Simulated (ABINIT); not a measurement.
Planning a run of ABINIT 10.8.3 on FeAs2 (Lollingite). The input:

```
acell 3*1.0 Angstrom
rprim 
  5.301200000000 0.000000000000 0.000000000000
  0.000000000000 5.985800000000 0.000000000000
  0.000000000000 0.000000000000 2.882200000000
ntypat 2
znucl 26 33
natom 6
typat 1 1 2 2 2 2
xred 
  0.000000000000 0.000000000000 -0.000000000000
  0.500000000000 0.500000000000 0.500000000000
  0.176300000000 0.362400000000 -0.000000000000
  0.823700000000 0.637600000000 -0.000000000000
  0.676300000000 0.137600000000 0.500000000000
  0.323700000000 0.862400000000 0.500000000000
pp_dirpath "pseudos"
pseudos "Fe.upf, As.upf"
ecut 65
ngkpt 2 2 4
nshiftk 1
shiftk 0 0 0
kptopt 1
chksymbreak 0
istwfk *1
occopt 1
irdwfk 1
optdriver 3
nband 122
ecuteps 3.9
inclvkb 2
awtr 1
symchi 1
gwcalctyp 10
mbpt_sciss 0.234 eV
nqptdm 1
qptdm 
  0 0 0
indata_prefix "in"
outdata_prefix "out"
tmpdata_prefix "tmp"
```

```sh
OMP_NUM_THREADS=1 mpirun -n 4 abinit run.abi > log
```

Question: How long will it take on 4 MPI ranks of Arm Neoverse V1, shared host, and how much memory?

It took 2.7 min; on shared hardware allow 82 s to 5.5 min. Peak host memory was 6.6 GiB.

[Paths, hosts, dates, memory and timing lines, banners, echoed tables and standing remarks are left out of the program output.]

[Logs are printed without paths, hosts, clocks, repeated set-up lines and the standing remarks that a program may print on its own settings, such as how far it seeks lower states.]

[Runs of the session that timed out or met a known fault of the program may be left out.]

[Hosts, paths, dates, database ids (printed as entryN), source tags and the programs' standing remarks are cut or masked in the printed files.]

[G0W0 gaps are taken among the corrected bands and points alone; a level outside them can change the order at an edge.]

[Where Ansatz stands beside ABINIT at settings called matched, ABINIT's density can come from a denser mesh and the files from another edition; pairs whose starting gaps differed by over 0.03 eV were left out, so agreement reads better than it is.]
